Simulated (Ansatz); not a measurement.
# CdHC2O3: valence-band photoemission

What would valence photoemission of CdHC2O3 look like, and what sets its shape? Spin–orbit coupling is left out of the bands throughout.

Main program and level: Ansatz 0.2.0; DFT, PBE, plane-wave PAW, default files, scalar-relativistic, in the first sound run; inputs show where later runs differ.

### Step 1. The starting structure

Symmetry: P2_1/c, No. 14, monoclinic system. The conventional cell has a = 3.579 Å, b = 10.488 Å, c = 8.583 Å, α = 90.00°, β = 99.55°, γ = 90.00°. Nearest to Cd lie 6 O at 2.21 to 2.53 Å. Nearest to O lie 1 H at 0.98 Å and 3 Cd at 2.21 to 2.28 Å. Nearest to O lie 1 C at 1.25 Å and 1 H at 2.00 Å and 1 Cd at 2.24 Å. O has 3 C at 1.26 to 2.51 Å and 2 Cd at 2.40 to 2.53 Å nearest. Nearest to C lie 1 O at 1.25 Å and 2 C at 1.46 to 1.47 Å. Nearest to C lie 1 O at 1.26 Å and 2 C at 1.46 to 1.47 Å. Farther neighbours and most contacts between anions are not listed.

### Step 2. Self-consistent run, DOS and bands

The base run gives the projected DOS, from which the spectra are built. The DOS is taken on a denser mesh than the density.

The input, input.yaml:

```yaml
crystal:
  lattice:
    - [3.5793, 0.0, 0.0]
    - [0.0, 10.4878, 0.0]
    - [-1.4242045148, 0.0, 8.4644194757]
  atoms:
    - { symbol: Cd, position: [0.21353, 0.87775, 0.42213] }
    - { symbol: Cd, position: [0.78647, 0.37775, 0.07787] }
    - { symbol: Cd, position: [0.78647, 0.12225, 0.57787] }
    - { symbol: Cd, position: [0.21353, 0.62225, 0.92213] }
    - { symbol: O, position: [0.7695, 0.9053, 0.5733] }
    - { symbol: O, position: [0.2305, 0.4053, 0.9267] }
    - { symbol: O, position: [0.2305, 0.0947, 0.4267] }
    - { symbol: O, position: [0.7695, 0.5947, 0.0733] }
    - { symbol: O, position: [0.1729, 0.8319, 0.8738] }
    - { symbol: O, position: [0.8271, 0.3319, 0.6262] }
    - { symbol: O, position: [0.8271, 0.1681, 0.1262] }
    - { symbol: O, position: [0.1729, 0.6681, 0.3738] }
    - { symbol: O, position: [0.6586, 0.8774, 0.2216] }
    - { symbol: O, position: [0.3414, 0.3774, 0.2784] }
    - { symbol: O, position: [0.3414, 0.1226, 0.7784] }
    - { symbol: O, position: [0.6586, 0.6226, 0.7216] }
    - { symbol: C, position: [0.3533, 0.9238, 0.9425] }
    - { symbol: C, position: [0.6467, 0.4238, 0.5575] }
    - { symbol: C, position: [0.6467, 0.0762, 0.0575] }
    - { symbol: C, position: [0.3533, 0.5762, 0.4425] }
    - { symbol: C, position: [0.5743, 0.9448, 0.1] }
    - { symbol: C, position: [0.4257, 0.4448, 0.4] }
    - { symbol: C, position: [0.4257, 0.0552, 0.9] }
    - { symbol: C, position: [0.5743, 0.5552, 0.6] }
    - { symbol: H, position: [0.8072, 0.8607, 0.6746] }
    - { symbol: H, position: [0.1928, 0.3607, 0.8254] }
    - { symbol: H, position: [0.1928, 0.1393, 0.3254] }
    - { symbol: H, position: [0.8072, 0.6393, 0.1746] }
kpoints:
  mp_grid: { grid: [6, 2, 4] }
  band_path:
    path:
      - [0.0, 0.0, 0.0]
      - [0.0, 0.5, 0.0]
      - [0.0, 0.5, 0.5]
      - [0.0, 0.0, 0.5]
      - [0.0, 0.0, 0.0]
      - [-0.5, 0.0, 0.5]
      - [-0.5, 0.5, 0.5]
      - [0.0, 0.5, 0.0]
      - [-0.5, 0.5, 0.0]
      - [-0.5, 0.0, 0.0]
    npoints: 6
scf:
  occupations: { method: fermi_dirac, width: 0.02 }
  n_extra_bands: 40
hamiltonian:
  xc: pbe
  pseudopotentials: { kind: paw }
output:
  forces: true
  stress: true
  dos:
    projected:
      site_lists:
        Cd1: [0, 1, 2, 3]
        O5: [4, 5, 6, 7]
        O9: [8, 9, 10, 11]
        O13: [12, 13, 14, 15]
        C17: [16, 17, 18, 19]
        C21: [20, 21, 22, 23]
        H25: [24, 25, 26, 27]
    de: 0.05
    e_range: [-28, 12]
    nscf_kmesh: { grid: [10, 4, 4] }
  fatbands: true
  write_density: true
  write_potential: true
  elf: true
  volumetric_format: npy
```

Started as:

```sh
> ansatz run input.yaml --threads 4 --pin off --max-ram 8192MiB --backend cpu --events-out ev --progress --plain --runs-dir out
```

Numbers of over 12 decimals in the logs are rounded to 6 here.

The log of the run:

```text
scf.n_extra_bands = 40 over 94 filled bands (N_el = 188.0): the run solves 134 bands
Engine: ansatz 0.2.0, aarch64-unknown-linux-gnu
Pseudopotentials: kind: paw
Pseudopotential: Cd, paw, valence charge 20, recommended cutoff 420 eV (normal), Cd.paw.azcp
Pseudopotential: O, paw, valence charge 6, recommended cutoff 420 eV (normal), O.paw.azcp
Pseudopotential: C, paw, valence charge 4, recommended cutoff 420 eV (normal), C.paw.azcp
Pseudopotential: H, paw, valence charge 1, recommended cutoff 420 eV (normal), H.paw.azcp
Functional definition: PBE
  parameter kappa = 0.804
  parameter beta = 0.066725
  exchange = pbe_x(kappa = kappa, mu = beta*pi^2/3)
  correlation = pbe_c(beta = beta)
Crystal: 28 atoms, lattice volume = 317.746 Å³
Basis set: ecut = 420 eV, 6191 PW (Γ), exchange–correlation on 48×144×120 points (8 copies of the dense FFT grid, shifted against one another)
Bands: 134, of which v1, the nominal top of the filled ones, is band 94 counted from 1 (93 counted from 0)
Symmetry: 4 space group operations
Space group: P21/c (ITA 14), of the structure as read, at distance tolerance 6.8e-5 Å
k-points: 28 of 48
Non-local potential: Cd, projectors of the file, l = 0: 3, l = 1: 2, l = 2: 2, l = 3: 1
Non-local potential: O, projectors of the file, l = 0: 2, l = 1: 2, l = 2: 1
Non-local potential: C, projectors of the file, l = 0: 2, l = 1: 2, l = 2: 1
Non-local potential: H, projectors of the file, l = 0: 2, l = 1: 1
PAW form: soft (Blöchl's): semilocal exchange-correlation on the pseudo side does not see the compensation charge
PAW one-centre angular grid: Cd, 590 points (default); XC on 64 Gauss nodes
PAW one-centre angular grid: O, 110 points (default); XC on 64 Gauss nodes
PAW one-centre angular grid: C, 110 points (default); XC on 64 Gauss nodes
PAW one-centre angular grid: H, 110 points (default); XC on 64 Gauss nodes
Initial density: superposition of atomic densities (neutral atoms: chi_scale 0, normalization atom), corrected by the library's trained network
Initial wavefunctions: pseudopotential atomic-orbital guess
Functional: x = pbe(κ = 0.804, μ = 0.219515), c = pbe(β = 0.066725)
SCF iter   1: F=—  HF=-41890.982125 eV  |F-HF|=—  |Δ(HF+E_count)|=         —  Δρ=1.07e-2  dr2=4.91e-1  ethr=1.77e-3  ⟨swp⟩=6.1  Hψ=15176  notcnv=0  defer=50
preconditioner: auto → Resta (q_TF=auto, 2.500 Å⁻¹)  ε∞=3.5  [insulator: Δε(μ)=1.924 eV  Ē_g=16.573 eV  σ=0.020 eV  W_gap=1.00  n_scr=82 (ndim 8)  ℏωp=26.0 eV  f_vac=0.139  D(μ)=0.00/eV (n_scr^D=0)  ε∞_Penn≈3.5]
SCF iter   2: F=—  HF=-41890.899007 eV  |F-HF|=—  |Δ(HF+E_count)|=   8.31e-2  Δρ=5.02e-3  dr2=4.57e-2  ethr=2.61e-4  ⟨swp⟩=2.0  Hψ=6461  notcnv=0  defer=943
SCF iter   3: F=—  HF=-41890.891887 eV  |F-HF|=—  |Δ(HF+E_count)|=   7.12e-3  Δρ=1.85e-3  dr2=1.08e-2  ethr=2.43e-5  ⟨swp⟩=2.0  Hψ=5170  notcnv=0  defer=943
SCF iter   4: F=—  HF=-41890.891614 eV  |F-HF|=—  |Δ(HF+E_count)|=   2.72e-4  Δρ=6.21e-4  dr2=1.58e-3  ethr=5.76e-6  ⟨swp⟩=2.0  Hψ=4825  notcnv=0  defer=943
SCF iter   5: F=—  HF=-41890.891779 eV  |F-HF|=—  |Δ(HF+E_count)|=   1.65e-4  Δρ=2.66e-4  dr2=2.20e-4  ethr=8.40e-7  ⟨swp⟩=2.0  Hψ=4761  notcnv=0  defer=943
SCF iter   6: F=—  HF=-41890.891826 eV  |F-HF|=—  |Δ(HF+E_count)|=   4.70e-5  Δρ=8.10e-5  dr2=1.88e-5  ethr=1.17e-7  ⟨swp⟩=2.1  Hψ=4761  notcnv=0  defer=943
SCF iter   7: F=—  HF=-41890.891907 eV  |F-HF|=—  |Δ(HF+E_count)|=   8.10e-5  Δρ=2.06e-5  dr2=1.16e-6  ethr=9.99e-9  ⟨swp⟩=2.2  Hψ=4907  notcnv=0  defer=943
SCF iter   8: F=—  HF=-41890.891908 eV  |F-HF|=—  |Δ(HF+E_count)|=   9.44e-7  Δρ=7.81e-6  dr2=1.63e-7  ethr=6.15e-10  ⟨swp⟩=2.0  Hψ=4780  notcnv=0  defer=943
SCF iter   9: F=-41890.891908 eV  HF=-41890.891908 eV  |F-HF|=2.63e-8  |Δ(HF+E_count)|=   1.36e-7  Δρ=4.82e-6  dr2=5.66e-8  ethr=5.32e-11  ⟨swp⟩=15.7  Hψ=28672  notcnv=0
SCF 1 converged in 9 iterations: F = -41890.891908 eV  dr2 = 5.66e-8
  greatest PAW one-centre occupation: 1.000 electrons in one spin orbital (limit 2), on the Cd atom at site 2 (counted from 0), in its partial waves of l = 1
NSCF: frozen V_eff on 55 k-points
NSCF: frozen V_eff on 66 k-points
SCF converged after 9 iterations
Free energy (F): -41890.891908 eV
Harris-Foulkes:  -41890.891908 eV  (|F-HF|=2.63e-8)
Internal energy: -41890.891908 eV  (E = F + TS)
E sigma→0 (E₀):  -41890.891908 eV
Fermi energy:    6.848205 eV
--- Per-component energies (eV) ---
  E_band       = -2450.448973
  E_kinetic    = 4903.176495
  E_local      = -23025.961418  (includes V_loc(G=0)·N_el)
  E_nonlocal   = 952.112280
  E_hartree    = 9954.145366
  E_xc         = -2000.185394
  E_vxc        = -2521.578392  (∫ρ·V_xc dr)
  E_paw        = -19040.695491  (= ΣΔE_a)
  E_vpaw       = -2666.514576  (= ΣTr[D̂ρ^β])
  E_aug_tail   = 0.024878  (compensation charges beyond the density's cutoff)
  E_ewald      = -13633.508624
  E_smearing   = -0.000000  (= −TS)
  E_closure    = 0.000000  (closes the sum)
  Σ components = -41890.891908   (vs F -41890.891908, Δ=0.00e0)
--- Forces (eV/Å), atoms counted from 1 ---
  atom   1  Cd    -0.00890754    -0.07190134    -0.06115333
  atom   2  Cd     0.00890754    -0.07190134     0.06115333
  atom   3  Cd     0.00890754     0.07190134     0.06115333
  atom   4  Cd    -0.00890754     0.07190134    -0.06115333
  atom   5  O     -0.13465401    -0.08800543     0.16289641
  atom   6  O      0.13465401    -0.08800543    -0.16289641
  atom   7  O      0.13465401     0.08800543    -0.16289641
  atom   8  O     -0.13465401     0.08800543     0.16289641
  atom   9  O     -0.18126922    -0.01572136    -0.31793078
  atom  10  O      0.18126922    -0.01572136     0.31793078
  atom  11  O      0.18126922     0.01572136     0.31793078
  atom  12  O     -0.18126922     0.01572136    -0.31793078
  atom  13  O      0.00511807    -0.35049000     0.22360197
  atom  14  O     -0.00511807    -0.35049000    -0.22360197
  atom  15  O     -0.00511807     0.35049000    -0.22360197
  atom  16  O      0.00511807     0.35049000     0.22360197
  atom  17  C     -0.06811373    -0.28674052     0.24152135
  atom  18  C      0.06811373    -0.28674052    -0.24152135
  atom  19  C      0.06811373     0.28674052    -0.24152135
  atom  20  C     -0.06811373     0.28674052     0.24152135
  atom  21  C      0.04104325     0.02818408     0.09545650
  atom  22  C     -0.04104325     0.02818408    -0.09545650
  atom  23  C     -0.04104325    -0.02818408    -0.09545650
  atom  24  C      0.04104325    -0.02818408     0.09545650
  atom  25  H      0.24518451    -0.02386699     0.02597843
  atom  26  H     -0.24518451    -0.02386699    -0.02597843
  atom  27  H     -0.24518451     0.02386699    -0.02597843
  atom  28  H      0.24518451     0.02386699     0.02597843
  max |Σ_I F_I| component: 1.04e-16 eV/Å
--- Stress (GPa, compression-positive) ---
        4.106968       0.000000       0.727703
        0.000000       5.457204       0.000000
        0.727704       0.000000       4.705655
  P = ⅓ Tr σ = 4.7566 GPa (47.566 kbar)
--- Band table (eV; the first three rows and the last of 28) ---
  k-point 0: bands = [... 90 lower, 5.0712, 5.1444, 5.1883, 5.8811, 7.8087, 8.2960, 8.3357, 8.9610, ... 36 higher]
  k-point 1: bands = [... 90 lower, 5.1034, 5.1651, 5.2535, 5.8030, 8.0127, 8.3204, 8.3237, 8.9569, ... 36 higher]
  k-point 2: bands = [... 90 lower, 5.1292, 5.1292, 5.5581, 5.5581, 8.2711, 8.2711, 8.6687, 8.6687, ... 36 higher]
  k-point 27: bands = [... 90 lower, 4.9193, 4.9193, 5.4477, 5.4477, 8.1274, 8.1274, 9.1669, 9.1669, ... 36 higher]
```

Elapsed: 2 min, on 4 threads of Arm Neoverse V2, shared host; peak memory 2.3 GiB; 7.8 min of CPU time.

Reading the cycles: dr2 is the Hartree energy of the density residual (eV), the measure of convergence; HF is the Harris–Foulkes estimate of the energy, which meets the free energy F at convergence.

Numbers from this step:

- free energy: -41890.8919 eV
- Fermi energy: 6.848 eV
- symmetry operations: 4
- pressure: 4.757 GPa
- gap on the k-mesh: 1.928 eV
- zero of energy: valence-band maximum
- share of occupied states in no projected shell: 0.0087 of the occupied states in the window
- gap on the path: 1.928 eV
- least direct gap on the path: 1.928 eV
- valence top on path: 0 eV

Electronic bands along the path, in eV, zero at the valence-band maximum; v1 is the highest filled band, c1 the lowest empty one:

```
  point     v4     v3     v2     v1    c1    c2    c3    c4
      Γ  -0.81  -0.74  -0.69   0.00  1.93  2.42  2.46  3.08
halfway  -0.73  -0.72  -0.68  -0.11  2.08  2.42  2.44  3.03
      Z  -0.72  -0.72  -0.39  -0.39  2.39  2.39  2.56  2.56
halfway  -0.74  -0.74  -0.39  -0.39  2.39  2.39  2.69  2.69
      D  -0.74  -0.74  -0.39  -0.39  2.39  2.39  2.90  2.90
halfway  -0.75  -0.75  -0.35  -0.35  2.39  2.39  2.83  2.83
      B  -0.75  -0.75  -0.32  -0.32  2.39  2.39  2.79  2.79
halfway  -0.78  -0.72  -0.63  -0.08  2.13  2.44  2.44  3.08
      Γ  -0.81  -0.74  -0.69   0.00  1.93  2.42  2.46  3.08
halfway  -0.93  -0.84  -0.50  -0.15  2.61  2.65  2.85  2.92
      A  -1.02  -1.02  -0.34  -0.34  2.28  2.28  3.25  3.25
halfway  -1.00  -1.00  -0.38  -0.38  2.26  2.26  3.27  3.27
      E  -0.96  -0.96  -0.43  -0.43  2.25  2.25  3.29  3.29
halfway  -0.85  -0.85  -0.40  -0.40  2.60  2.60  2.94  2.94
      Z  -0.72  -0.72  -0.39  -0.39  2.39  2.39  2.56  2.56
halfway  -0.85  -0.85  -0.41  -0.41  2.62  2.62  2.90  2.90
     C2  -0.89  -0.89  -0.31  -0.31  2.27  2.27  3.25  3.25
halfway  -0.91  -0.86  -0.49  -0.13  2.24  2.27  3.26  3.27
     Y2  -0.91  -0.84  -0.56  -0.07  2.21  2.26  3.28  3.29
```

Of the projections kept (Cd s, Cd d, O s, O p, C s, C p, H s, not projected), the largest for each band there; the rest of the weight can lie on other orbitals:

```
point        v4        v3        v2        v1         c1        c2         c3         c4
    Γ  O p 0.58  O p 0.70  O p 0.69  O p 0.75  Cd s 0.51  C p 0.60   C p 0.65   C p 0.67
    Z  O p 0.69  O p 0.69  O p 0.70  O p 0.70   C p 0.57  C p 0.57  Cd s 0.44  Cd s 0.44
    D  O p 0.68  O p 0.68  O p 0.71  O p 0.71   C p 0.65  C p 0.65  Cd s 0.59  Cd s 0.59
    B  O p 0.68  O p 0.68  O p 0.70  O p 0.70   C p 0.62  C p 0.62  Cd s 0.49  Cd s 0.49
    Γ  O p 0.58  O p 0.70  O p 0.69  O p 0.75  Cd s 0.51  C p 0.60   C p 0.65   C p 0.67
    A  O p 0.71  O p 0.71  O p 0.72  O p 0.72   C p 0.63  C p 0.63   C p 0.63   C p 0.63
```

The DOS has structure finer than the step of the table below, so its rows give means over 1 eV, whole bins alone (the curve runs from -23.4 to 11.6 eV). Peaks (eV: height): total -21.3: 63.4, -10.2: 35.8, -7.5: 35.6, -6.9: 56.8; O 2p -4.7: 11.3, -3.1: 12.4, -2.5: 14.3, -1.9: 17.5; Cd 4d -8.4: 8.27, -6.9: 48.3; C 2p -21.3: 11.9, -16.9: 16.1, -10.2: 10.8, -7.6: 7.34; O 2s -21.8: 10.9, -21.3: 38.0, -21.0: 16.2, -18.7: 20.0.

* holds the states left over by the projection beside any projected weight of its own. The DOS by E, zero at the valence-band maximum; means over each step; 7 of 9 lines; values in states/eV/cell:

```
E (eV)  total    O 2p    Cd 4d     C 2p    O 2s     C 2s    Cd 5s
   -22   4.00   0.276  0.00598   0.0515    2.14     1.44   0.0320
   -21   12.0   0.601   0.0231     2.37    7.33     1.49   0.0614
   -20      0       0        0        0       0        0        0
   -19   8.00   0.115    0.111  0.00679    6.25   0.0126    0.201
   -18      0       0        0        0       0        0        0
   -17   4.00  0.0140  0.00413     2.33   0.480     1.11  0.00174
   -16      0       0        0        0       0        0        0
   -15      0       0        0        0       0        0        0
   -14      0       0        0        0       0        0        0
   -13      0       0        0        0       0        0        0
   -12      0       0        0        0       0        0        0
   -11      0       0        0        0       0        0        0
   -10   8.00    1.87    0.281     2.45    1.18     2.03   0.0874
    -9  0.667   0.307    0.203   0.0446  0.0400   0.0164   0.0286
    -8   18.5    6.57     7.08     3.13   0.692    0.219    0.291
    -7   32.0    4.85     22.8     3.33   0.361    0.196    0.205
    -6   13.7    5.13     4.90     2.24   0.686   0.0853    0.335
    -5   12.3    7.02     1.99     2.21   0.547   0.0361    0.181
    -4   8.84    6.30    0.696     1.20   0.197   0.0339    0.260
    -3   12.6    10.2    0.523    0.671   0.166    0.420    0.344
    -2   12.7    10.3     1.09    0.493   0.108    0.328   0.0760
    -1   5.32    3.80    0.165     1.12  0.0214   0.0174   0.0478
     0   3.36    2.42   0.0808    0.696  0.0134  0.00231   0.0400
     1      0       0        0        0       0        0        0
     2   2.56   0.660  0.00559     1.48  0.0646  0.00836    0.230
     3   6.98    1.83   0.0146     3.75   0.256   0.0263    0.784
     4   2.23   0.350  0.00362    0.141   0.255   0.0556     1.14
     5   4.90   0.770  0.00607    0.302   0.293    0.123     2.45
     6   2.68   0.201  0.00183    0.202  0.0942    0.101    0.340
     7   6.99   0.476  0.00344     1.36   0.246    0.227    0.153
     8   9.47   0.850  0.00559     2.45   0.191    0.217    0.203
     9   7.24   0.531  0.00350    0.544   0.172    0.378    0.101
    10   11.6   0.676  0.00425     1.36   0.146     1.18   0.0811
    11   14.0   0.997  0.00365     2.14   0.203     2.33   0.0852
```

This run's widths, added to any smearing of the DOS itself: Gaussian 0.6 eV, Lorentzian 0.1 eV plus 0.08 an eV of depth. Intensity against binding energy, zero at the valence-band maximum; values in % of the maximum within 13 eV:

```
binding energy (eV)  21.2 eV  40.8 eV  1486.7 eV  2150 eV  5414.7 eV
                 -1     2.17    0.974      0.535    0.531      0.552
                  0     22.9     7.26       1.58     1.51       1.57
                  1     46.7     14.9       3.22     3.08       3.14
                  2     79.1     29.4       9.01     8.71       8.76
                  3     78.3     27.4       7.18     6.98       7.70
                  4     63.9     24.0       9.21     9.09       9.76
                  5     70.0     31.8       18.5     18.4       19.1
                  6     71.6     50.0       42.9     42.9       43.8
                  7     99.1     99.6       99.3     99.3       99.2
                  8     74.1     52.0       45.0     45.0       45.5
                  9     24.1     14.7       12.1     12.1       12.5
                 10     25.7     10.3       7.03     7.08       8.07
                 11     8.74     3.93       2.91     2.93       3.28
                 12        -     1.80       1.50     1.51       1.66
                 13        -     1.20       1.08     1.09       1.23
                 14        -    0.967      0.937    0.952       1.11
                 15        -    0.984      0.996     1.02       1.25
                 16        -     1.56       1.46     1.50       1.94
                 17        -     2.47       2.44     2.53       3.37
                 18        -     2.25       4.28     4.48       6.18
                 19        -     2.84       6.57     6.90       9.63
                 20        -     2.62       5.12     5.36       7.44
                 21        -     4.30       7.75     8.10       11.2
                 22        -     3.22       5.75     6.00       8.28
                 23        -     1.35       2.37     2.47       3.39
```

Maxima picked by a test of local sharpness, so broad peaks and shoulders can be missing; peaks within 0.45 eV of a curve's cut are left out. Valence peaks, by row:

```
photon energy (eV)  binding energy (eV)  height (% of the maximum within 13 eV)  main shell  its share (%)
              21.2                10.03                                   25.82        C 2p          44.35
              21.2                 7.13                                     100       Cd 4d          40.55
              21.2                 4.68                                    75.4        O 2p          69.14
              21.2                 2.68                                   82.84        O 2p          89.31
              21.2                 1.93                                   79.55        O 2p          90.08
              21.2               0.6796                                    52.7        O 2p          75.02
              40.8                 6.98                                     100       Cd 4d           85.2
              40.8                 2.63                                   28.93        O 2p          80.33
              40.8                 1.88                                    29.8        O 2p          75.44
              40.8               0.7296                                   16.12        O 2p          77.13
              1487                21.23                                   7.959        O 2s          88.25
              1487                18.83                                   6.715        O 2s          90.16
              1487                 6.93                                     100       Cd 4d          97.91
              1487                 1.88                                   9.342       Cd 4d          78.06
              2150                21.23                                   8.313        O 2s          88.82
              2150                18.83                                   7.049        O 2s          90.29
              2150                 6.93                                     100       Cd 4d          97.97
              2150                 1.88                                   9.042       Cd 4d          80.69
              5415                21.23                                    11.5        O 2s          89.87
              5415                18.83                                   9.843        O 2s          90.48
              5415                 6.93                                     100       Cd 4d          97.08
              5415                 1.88                                    9.04       Cd 4d          79.98
```

(Part 1 of 4 ends here.)

[Logs are printed without paths, hosts, clocks, repeated set-up lines and the standing remarks that a program may print on its own settings, such as how far it seeks lower states.]

[Hosts, paths, dates, database ids (printed as entryN), source tags and the programs' standing remarks are cut or masked in the printed files.]

[Maps of the electrostatic potential energy from Ansatz leave out the sawtooth potential of an applied field or a dipole correction, so their vacuum need not be flat; work functions include it.]

[Peak lists hold at most the 14 tallest peaks of each spectrum; further lines can be left out.]
